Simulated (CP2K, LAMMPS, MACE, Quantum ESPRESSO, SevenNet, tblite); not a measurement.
# Bulk modulus two ways: glassy 72SiO2-6Al2O3-22SrO (mol %) (93 atoms), CP2K double zeta, PBEsol

The cell holds 93 atoms (23 Si, 4 Al, 7 Sr and 59 O). Recipe: 93 atoms (23 Si, 4 Al, 7 Sr, 59 O) placed at random at 2.81 g/cm³, melted at 4000 K for 10 ps at fixed volume with the Morse and Coulomb pair potential with partial charges (Pedone, Malavasi, Menziani, Cormack and Segre, J. Phys. Chem. B 110, 11780 (2006)). Quenched from 4000 K to 300 K at 10 K/ps and fixed volume, held 10 ps at zero pressure, then minimised at fixed cell. Then the atoms were relaxed with MACE MP-0b3 medium in the fixed cell.

Calculated with CP2K 2026.2: PBEsol; DZVP-MOLOPT-SR, GTH-PBE potentials, 600 Ry; k-points Γ. The cell is scaled evenly by ±3 % in volume, and MACE MP-0b3 medium relaxes the atoms at each volume before the single point.

```
volume (Å³/atom)  energy less the middle row's (meV/atom)  pressure (GPa)
          14.094                                   -3.624           0.197
          14.530                                    0.000          -1.433
          14.966                                    7.361          -2.825
```

**Question.** Find the bulk modulus at the middle volume from the pressures and from the energies, and check the printed pressure against the slope of the energy (1 meV/Å³ = 0.16022 GPa).

**Working.**

The step is h = 0.4359 Å³. From pressures: B = −V dP/dV = 14.530 × (0.197 − (-2.825)) / (2 × 0.4359) = 50.4 GPa.

From energies: B = V d²E/dV² = 14.530 × (-3.624 + (7.361)) / 0.4359² = 285.8 meV/Å³ = 45.8 GPa.

Slope: P = −dE/dV = −(7.361 − (-3.624)) / (2 × 0.4359) = -12.6 meV/Å³ = -2.02 GPa, against -1.43 GPa printed.

The two moduli agree within 9 %.

A central difference over ±3 % overstates P by about B(1 + B′)(0.03)²/6, some 0.04 GPa for B′ = 4, which is small against the gap found. The atoms follow MACE MP-0b3 medium, so this level's forces do work along the path, which enters the energies but not the printed pressures.

Limits: three points, a static cell at zero temperature, the cell shape held; the modulus is that at -1.4 GPa, not at zero pressure.

[Logs are printed without paths, hosts, clocks, repeated set-up lines and the standing remarks that a program may print on its own settings, such as how far it seeks lower states.]

[Hosts, paths, dates, database ids (printed as entryN), source tags and the programs' standing remarks are cut or masked in the printed files.]
